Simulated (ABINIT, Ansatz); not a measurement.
# Rb2H6Pt (Fm-3m): changed settings of a GW run in ABINIT

What do changed inputs do to GW on Rb2H6Pt (Fm-3m)?

Calculated with ABINIT 10.8.3; LDA and many-body steps on it, plane waves.

## (1) Starting point

Symmetry: Fm-3m, No. 225, cubic system. The conventional cell has a = 8.522 Å, b = 8.522 Å, c = 8.522 Å, α = 90.00°, β = 90.00°, γ = 90.00°. Rb has 12 H at 3.05 Å nearest. H has 1 Pt at 1.64 Å and 4 H at 2.32 Å and 4 Rb at 3.05 Å nearest. Nearest to Pt lie 6 H at 1.64 Å. Farther neighbours are not listed.

The cell and positions are those that the Materials Project relaxed with its own functionals (PBE, PBE+U or r2SCAN), kept fixed. Spin-orbit coupling is left out unless a step names it.

## (2) Screening, 2×2×2 mesh, 123 bands, screening to 114.3 eV

This step: ABINIT 10.8.3; RPA screening on LDA, plane waves, norm-conserving pseudopotentials.

The RPA dielectric matrix is built and inverted for each q.

run.abi

```
acell 3*1.0 Angstrom
rprim 
  0.000000000000 4.260795920000 4.260795920000
  4.260795920000 0.000000000000 4.260795920000
  4.260795920000 4.260795920000 0.000000000000
ntypat 3
znucl 37 1 78
natom 9
typat 1 1 2 2 2 2 2 2 3
xred 
  0.750000000000 0.750000000000 0.750000000000
  0.250000000000 0.250000000000 0.250000000000
  0.807305340000 0.807305340000 0.192694660000
  0.192694660000 0.807305340000 0.192694660000
  0.807305340000 0.192694660000 0.192694660000
  0.192694660000 0.192694660000 0.807305340000
  0.807305340000 0.192694660000 0.807305340000
  0.192694660000 0.807305340000 0.807305340000
  0.000000000000 0.000000000000 0.000000000000
pp_dirpath "pseudos"
pseudos "Rb.upf, H.upf, Pt.upf"
ecut 34
ngkpt 2 2 2
nshiftk 1
shiftk 0 0 0
kptopt 1
chksymbreak 0
istwfk *1
occopt 1
irdwfk 1
optdriver 3
nband 123
ecuteps 4.2
inclvkb 2
awtr 1
symchi 1
indata_prefix "in"
outdata_prefix "out"
tmpdata_prefix "tmp"
```

Started as:

```
$ OMP_NUM_THREADS=1 mpirun -n 4 abinit run.abi > log
```

The program printed:

```text
.Version 10.8.3 of ABINIT. v10.8.2 released Aug 2026.

 Symmetries : space group Fm -3 m (#225); Bravais cF (face-center cubic)
[... echo of the input left out ...]
== DATASET  1 ==================================================================
-   mpi_nproc: 4, omp_nthreads: 1 (-1 if OMP is not activated)

--- !DatasetInfo
iteration_state: {dtset: 1, }
dimensions: {natom: 9, nkpt: 3, mband: 123, nsppol: 1, nspinor: 1, nspden: 1, mpw: 9922, }
cutoff_energies: {ecut:  34.0, pawecutdg:  -1.0, }
electrons: {nelect:   4.20000000E+01, charge:   0.00000000E+00, occopt:   1.00000000E+00, tsmear:   1.00000000E-02, }

 SCREENING: Calculation of the susceptibility and dielectric matrices

 Based on a program developped by R.W. Godby, V. Olevano, G. Onida, and L. Reining.
 Incorporated in ABINIT by V. Olevano, G.-M. Rignanese, and M. Torrent.
.Using double precision arithmetic ; gwpc =  8

[... cell and pseudopotentials left out ...]
--------------------------------------------------------------------------------

 ==== K-mesh for the wavefunctions ====
 Number of points in the irreducible wedge :     3
[... list of points left out ...]
 Together with 48 symmetry operations and time-reversal symmetry
 yields     8 points in the full Brillouin Zone.

 ==== Q-mesh for the screening function ====
 Number of points in the irreducible wedge :     3
[... list of points left out ...]
 Together with 48 symmetry operations and time-reversal symmetry
 yields     8 points in the full Brillouin Zone.

 setmesh: FFT mesh size selected  =    40x   40x   40
          total number of points  =        64000

 vcoul_init : cutoff-mode = AUXILIARY_FUNCTION
 q-points for optical limit:   1
     1)      0.000010    0.000020    0.000030

- screening: taking advantage of time-reversal symmetry
- Maximum band index for partially occupied states nbvw = 21
- Remaining bands to be divided among processors   nbcw = 102
- Number of bands treated by each node ~25

 Number of electrons calculated from density =   42.0000; Expected =   42.0000
 average of density, n =  0.040230
 r_s =    1.8105
 omega_plasma =   19.3478 [eV]

 calculating chi0 at frequencies [eV] :
  1    0.000000E+00    0.000000E+00
  2    0.000000E+00    1.934777E+01

--------------------------------------------------------------------------------
  q-point number  1        q = ( 0.000000, 0.000000, 0.000000) [r.l.u.]
--------------------------------------------------------------------------------
[... chi0 elements left out ...]
 For q-point:  0.000010 0.000020 0.000030
  dielectric constant =   2.8065
  dielectric constant without local fields =   3.6238

  Average fulfillment of the sum rule on Im[epsilon] for q-point    1 :     63.81  [%]
[... wings left out ...]
  q-point number  2        q = ( 0.500000, 0.000000, 0.000000) [r.l.u.]
--------------------------------------------------------------------------------
[... chi0 elements left out ...]
  Average fulfillment of the sum rule on Im[epsilon] for q-point    2 :     70.81  [%]

 [... 1 further q-points ...]
```

Run time: 24 s. Hardware: 4 MPI ranks of Arm Neoverse V2, shared host; peak memory 1.7 GiB.

Numbers from this step:

```yaml
eps_infinity_with_local_fields_on_this_mesh_along_the_program_s_q_direction: 2.807
the_same_without_local_fields: 3.624
plasma_frequency: 19.35 eV
plane_waves_in_the_screening_matrix: 411
```

Local fields lower ε∞ by 23 %. On a Γ-centred mesh this coarse the value itself is usually too large, while a short band sum pulls it down.

## (3) Base

The self-energy is evaluated for the states that the input lists, and the levels follow from it, in one-shot runs by the linearised quasiparticle equation.

This step: G0W0 on LDA, plane waves, norm-conserving pseudopotentials.

Changes to run.abi since step 2:

```diff
@@ -30,8 +30,17 @@
 irdwfk 1
-optdriver 3
+optdriver 4
 nband 123
+gwcalctyp 0
+ecutsigx 34
+symsigma 1
+nkptgw 2
+kptgw 
+  0.5000000000 0.5000000000 0.0000000000
+  0.0000000000 0.0000000000 0.0000000000
+bdgw 
+  20 23
+  19 24
 ecuteps 4.2
-inclvkb 2
-awtr 1
-symchi 1
+irdscr 1
+ppmodel 1
 indata_prefix "in"
```

The program printed:

```text
.Version 10.8.3 of ABINIT. v10.8.2 released Aug 2026.

 Symmetries : space group Fm -3 m (#225); Bravais cF (face-center cubic)
[... echo of the input left out ...]
== DATASET  1 ==================================================================
-   mpi_nproc: 4, omp_nthreads: 1 (-1 if OMP is not activated)

--- !DatasetInfo
iteration_state: {dtset: 1, }
dimensions: {natom: 9, nkpt: 3, mband: 123, nsppol: 1, nspinor: 1, nspden: 1, mpw: 9922, }
cutoff_energies: {ecut:  34.0, pawecutdg:  -1.0, }
electrons: {nelect:   4.20000000E+01, charge:   0.00000000E+00, occopt:   1.00000000E+00, tsmear:   1.00000000E-02, }

 SIGMA: Calculation of the GW corrections

 Based on a program developped by R.W. Godby, V. Olevano, G. Onida, and L. Reining.
 Incorporated in ABINIT by V. Olevano, G.-M. Rignanese, and M. Torrent.
.Using double precision arithmetic ; gwpc =  8

[... cell and pseudopotentials left out ...]
--------------------------------------------------------------------------------

 ==== K-mesh for the wavefunctions ====
 Number of points in the irreducible wedge :     3
[... list of points left out ...]
 Together with 48 symmetry operations and time-reversal symmetry
 yields     8 points in the full Brillouin Zone.

 ==== Q-mesh for screening function ====
 Number of points in the irreducible wedge :     3
[... list of points left out ...]
 Together with 48 symmetry operations and time-reversal symmetry
 yields     8 points in the full Brillouin Zone.

 vcoul_init : cutoff-mode = AUXILIARY_FUNCTION
 q-points for optical limit:   1
     1)      0.000010    0.000020    0.000030
 setmesh: FFT mesh size selected  =    60x   60x   60
          total number of points  =       216000

 Number of electrons calculated from density =   42.0000; Expected =   42.0000
 average of density, n =  0.040230
 r_s =    1.8105
 omega_plasma =   19.3478 [eV]

 === KS Band Gaps ===
  >>>> For spin  1
   Minimum direct gap =   3.7827 [eV], located at k-point      :   0.5000  0.5000  0.0000
   Fundamental gap    =   3.7827 [eV], Top of valence bands at :   0.5000  0.5000  0.0000
                                       Bottom of conduction at :   0.5000  0.5000  0.0000
 SIGMA fundamental parameters:
 PLASMON POLE MODEL  1
 number of plane-waves for SigmaX                 9841
 number of plane-waves for SigmaC and W            411
 number of plane-waves for wavefunctions          9841
 number of bands                                   123
 number of independent spin polarizations            1
 number of spinorial components                      1
 number of k-points in IBZ                           3
 number of q-points in IBZ                           3
 number of symmetry operations                      48
 number of k-points in BZ                            8
 number of q-points in BZ                            8
 number of frequencies for dSigma/dE                 9
 frequency step for dSigma/dE [eV]                0.25
 number of omega for Sigma on real axis              0
 max omega for Sigma on real axis  [eV]           0.00
 zcut for avoiding poles [eV]                     0.10

 EPSILON^-1 parameters (SCR file):
 dimension of the eps^-1 matrix on file            411
 dimension of the eps^-1 matrix used               411
 number of plane-waves for wavefunctions          9841
 number of bands                                   123
 number of q-points in IBZ                           3
 number of frequencies                               2
 number of real frequencies                          1
 number of imag frequencies                          1

 matrix elements of self-energy operator (all in [eV])

 Perturbative Calculation

--- !SelfEnergy_ee
iteration_state: {dtset: 1, }
kpoint     : [   0.500,    0.500,    0.000, ]
spin       : 1
KS_gap     :    3.783
QP_gap     :    6.099
Delta_QP_KS:    2.317
data: !SigmaeeData |
     Band     E0 <VxcDFT>   SigX SigC(E0)      Z dSigC/dE  Sig(E)    E-E0       E
       20  -0.977 -11.611 -14.610   1.813   0.823  -0.215 -12.587  -0.976  -1.954
       21  -0.977 -11.611 -14.610   1.813   0.823  -0.215 -12.587  -0.976  -1.954
       22   2.806  -9.494  -5.780  -2.150   0.857  -0.166  -8.154   1.340   4.146
       23   5.048  -8.812  -4.315  -2.669   0.859  -0.164  -7.241   1.570   6.619

--- !SelfEnergy_ee
iteration_state: {dtset: 1, }
kpoint     : [   0.000,    0.000,    0.000, ]
spin       : 1
KS_gap     :    4.861
QP_gap     :    7.072
Delta_QP_KS:    2.211
data: !SigmaeeData |
     Band     E0 <VxcDFT>   SigX SigC(E0)      Z dSigC/dE  Sig(E)    E-E0       E
       19  -1.289 -11.114 -14.098   1.793   0.823  -0.214 -12.095  -0.981  -2.269
       20  -1.289 -11.114 -14.098   1.793   0.823  -0.214 -12.095  -0.981  -2.269
       21  -1.289 -11.114 -14.098   1.793   0.823  -0.214 -12.095  -0.981  -2.269
       22   3.572  -7.278  -3.167  -2.691   0.866  -0.155  -6.047   1.230   4.802
       23   4.515 -11.621  -7.111  -2.353   0.848  -0.179  -9.792   1.829   6.344
       24   4.515 -11.621  -7.111  -2.353   0.848  -0.179  -9.792   1.829   6.344

== END DATASET(S) ==============================================================
================================================================================

 -outvars: echo values of variables after computation  --------
           etotal      0.0000000000E+00
            nband         123
             nkpt           3
          spgroup         225
 [... the other variables as echoed above ...]

 Calculation completed.
```

The job ended after 12 s (4 MPI ranks; peak memory 1.2 GiB; 46 s of CPU time).

Numbers from this step:

| Quantity | Value |
| --- | --- |
| G0W0 gap on the points computed | 6.1 eV |
| starting gap on the mesh | 3.783 eV |
| k of the valence top | 0.5, 0.5, 0 |
| k of the conduction bottom | 0.5, 0.5, 0 |
| Z at the valence top | 0.823 |
| Z at the conduction bottom | 0.857 |
| least direct G0W0 gap on the computed points | 6.1 eV |

The gap on the mesh goes from 3.78 eV to 6.10 eV, a correction of +2.32 eV.

## (4) Fewer bands in the self-energy

Changes to run.abi since step 3:

```diff
@@ -31,3 +31,3 @@
 optdriver 4
-nband 123
+nband 41
 gwcalctyp 0
```

The program printed:

```text
.Version 10.8.3 of ABINIT. v10.8.2 released Aug 2026.

 Symmetries : space group Fm -3 m (#225); Bravais cF (face-center cubic)
[... echo of the input left out ...]
== DATASET  1 ==================================================================
-   mpi_nproc: 4, omp_nthreads: 1 (-1 if OMP is not activated)

--- !DatasetInfo
iteration_state: {dtset: 1, }
dimensions: {natom: 9, nkpt: 3, mband: 41, nsppol: 1, nspinor: 1, nspden: 1, mpw: 9922, }
cutoff_energies: {ecut:  34.0, pawecutdg:  -1.0, }
electrons: {nelect:   4.20000000E+01, charge:   0.00000000E+00, occopt:   1.00000000E+00, tsmear:   1.00000000E-02, }

 SIGMA: Calculation of the GW corrections

 Based on a program developped by R.W. Godby, V. Olevano, G. Onida, and L. Reining.
 Incorporated in ABINIT by V. Olevano, G.-M. Rignanese, and M. Torrent.
.Using double precision arithmetic ; gwpc =  8

[... cell and pseudopotentials left out ...]
--------------------------------------------------------------------------------

 ==== K-mesh for the wavefunctions ====
 Number of points in the irreducible wedge :     3
[... list of points left out ...]
 Together with 48 symmetry operations and time-reversal symmetry
 yields     8 points in the full Brillouin Zone.

 ==== Q-mesh for screening function ====
 Number of points in the irreducible wedge :     3
[... list of points left out ...]
 Together with 48 symmetry operations and time-reversal symmetry
 yields     8 points in the full Brillouin Zone.

 vcoul_init : cutoff-mode = AUXILIARY_FUNCTION
 q-points for optical limit:   1
     1)      0.000010    0.000020    0.000030
 setmesh: FFT mesh size selected  =    60x   60x   60
          total number of points  =       216000

 Number of electrons calculated from density =   42.0000; Expected =   42.0000
[...]
number of omega for Sigma on real axis              0
 max omega for Sigma on real axis  [eV]           0.00
 zcut for avoiding poles [eV]                     0.10

 EPSILON^-1 parameters (SCR file):
 dimension of the eps^-1 matrix on file            411
 dimension of the eps^-1 matrix used               411
 number of plane-waves for wavefunctions          9841
 number of bands                                   123
 number of q-points in IBZ                           3
 number of frequencies                               2
 number of real frequencies                          1
 number of imag frequencies                          1

 matrix elements of self-energy operator (all in [eV])

 Perturbative Calculation

--- !SelfEnergy_ee
iteration_state: {dtset: 1, }
kpoint     : [   0.500,    0.500,    0.000, ]
spin       : 1
KS_gap     :    3.783
QP_gap     :    5.886
Delta_QP_KS:    2.103
data: !SigmaeeData |
     Band     E0 <VxcDFT>   SigX SigC(E0)      Z dSigC/dE  Sig(E)    E-E0       E
       20  -0.977 -11.611 -14.610   2.622   0.835  -0.197 -11.926  -0.315  -1.292
       21  -0.977 -11.611 -14.610   2.622   0.835  -0.197 -11.926  -0.315  -1.292
       22   2.806  -9.494  -5.780  -1.650   0.867  -0.154  -7.706   1.788   4.594
[...]
--- !SelfEnergy_ee
iteration_state: {dtset: 1, }
kpoint     : [   0.000,    0.000,    0.000, ]
spin       : 1
KS_gap     :    4.861
QP_gap     :    7.019
Delta_QP_KS:    2.159
data: !SigmaeeData |
     Band     E0 <VxcDFT>   SigX SigC(E0)      Z dSigC/dE  Sig(E)    E-E0       E
[...]
23   4.515 -11.621  -7.111  -1.650   0.862  -0.160  -9.157   2.464   6.979
       24   4.515 -11.621  -7.111  -1.650   0.862  -0.160  -9.157   2.464   6.979

== END DATASET(S) ==============================================================
================================================================================

 -outvars: echo values of variables after computation  --------
           etotal      0.0000000000E+00
            nband          41
             nkpt           3
          spgroup         225
 [... the other variables as echoed above ...]

 Calculation completed.
```

The job ended after 6.7 s (4 MPI ranks; peak memory 1 GiB).

Numbers from this step:

```
G0W0 gap on the points computed              : 5.886 eV
starting gap on the mesh                     : 3.783 eV
k of the valence top                         : 0.5, 0.5, 0
k of the conduction bottom                   : 0.5, 0.5, 0
Z at the valence top                         : 0.835
Z at the conduction bottom                   : 0.867
least direct G0W0 gap on the computed points : 5.886 eV
```

(Continued in part 2 of 2.)

[Paths, hosts, dates, memory and timing lines, banners, echoed tables and standing remarks are left out of the program output.]

[Logs are printed without paths, hosts, clocks, repeated set-up lines and the standing remarks that a program may print on its own settings, such as how far it seeks lower states.]

[Runs of the session that timed out or met a known fault of the program may be left out.]

[No measured gap is set beside runs whose start may be inverted or whose files or cutoffs have a known fault.]

[Hosts, paths, dates, database ids (printed as entryN), source tags and the programs' standing remarks are cut or masked in the printed files.]

[G0W0 gaps are taken among the corrected bands and points alone; a level outside them can change the order at an edge.]

[Where Ansatz stands beside ABINIT at settings called matched, ABINIT's density can come from a denser mesh and the files from another edition; pairs whose starting gaps differed by over 0.03 eV were left out, so agreement reads better than it is.]
